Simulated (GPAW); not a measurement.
# MgI2 (P-3m1): refractive index against wavelength

The refractive index of MgI2 (P-3m1) along x below the direct gap (3.38 eV on the mesh) is read from one computed spectrum, n = √(Re ε). x, y and z are the Cartesian axes of the input cell.

Cell: a, b, c = 4.140, 4.140, 6.880 Å (primitive vectors), 3 atoms.

Method: GPAW 26.7.0, LDA, RPA, k-mesh 12×12×6, local fields up to 30 eV, Lorentzian half width 0.1 eV.

Launch of the response step: `OMP_NUM_THREADS=1 python df.py`. The run took 4.3 min, its band step included, on 1 thread of Arm Neoverse V2, with other jobs on the host.

```tsv
wavelength (nm)	photon energy E (eV)	n
1550	0.800	2.1068
1310	0.946	2.1125
1064	1.165	2.1231
850	1.459	2.1414
700	1.771	2.1668
633	1.959	?
532	2.331	2.2326
```

In the single-oscillator model n² − 1 = E₀E_d/(E₀² − E²), so 1/(n² − 1) = E₀/E_d − E²/(E₀E_d) is linear in E².

Working, on the rows shown:

| x = E² (eV²) | y = 1/(n² − 1) |
| --- | --- |
| 0.639837 | 0.290816 |
| 0.895757 | 0.288796 |
| 1.35784 | 0.285099 |
| 2.12762 | 0.278894 |
| 3.13716 | 0.270634 |
| 5.43137 | 0.250972 |

Means: x̄ = 2.2649, ȳ = 0.27754. Σ(x − x̄)(y − ȳ) = -0.1342, Σ(x − x̄)² = 16.14. Slope = -0.1342 / 16.14 = -0.008311; intercept = ȳ − slope · x̄ = 0.29636. Turned back into n, the line misses the rows shown by at most 0.0011.

Question: Fill in the last column of the withheld row.

Answer: At x = 3.8364 the line gives y = 0.26447, that is 2.1866. The run gave 2.1856, so the interpolation is off by 0.00097, 0.8 % of the range in the table.

Refitted with all rows, the slope is -0.008289 and the intercept 0.29635. These give E₀ = √(intercept/−slope) = 5.98 eV and E_d = E₀/intercept = 20.2 eV; E₀ is 1.8 times the direct gap. The electronic limit at long wavelengths, without lattice vibrations, is n = √(1 + 1/intercept) = 2.092. The cell comes from an older database entry, whose edges can be off by a per cent or so. Excitons are left out; LDA gaps are as a rule too small. The values come from a sum over the points of one k-mesh and carry its error, which grows as the direct gap shrinks. Spin-orbit coupling is left out.

[Logs are printed without paths, hosts, clocks, repeated set-up lines and the standing remarks that a program may print on its own settings, such as how far it seeks lower states.]
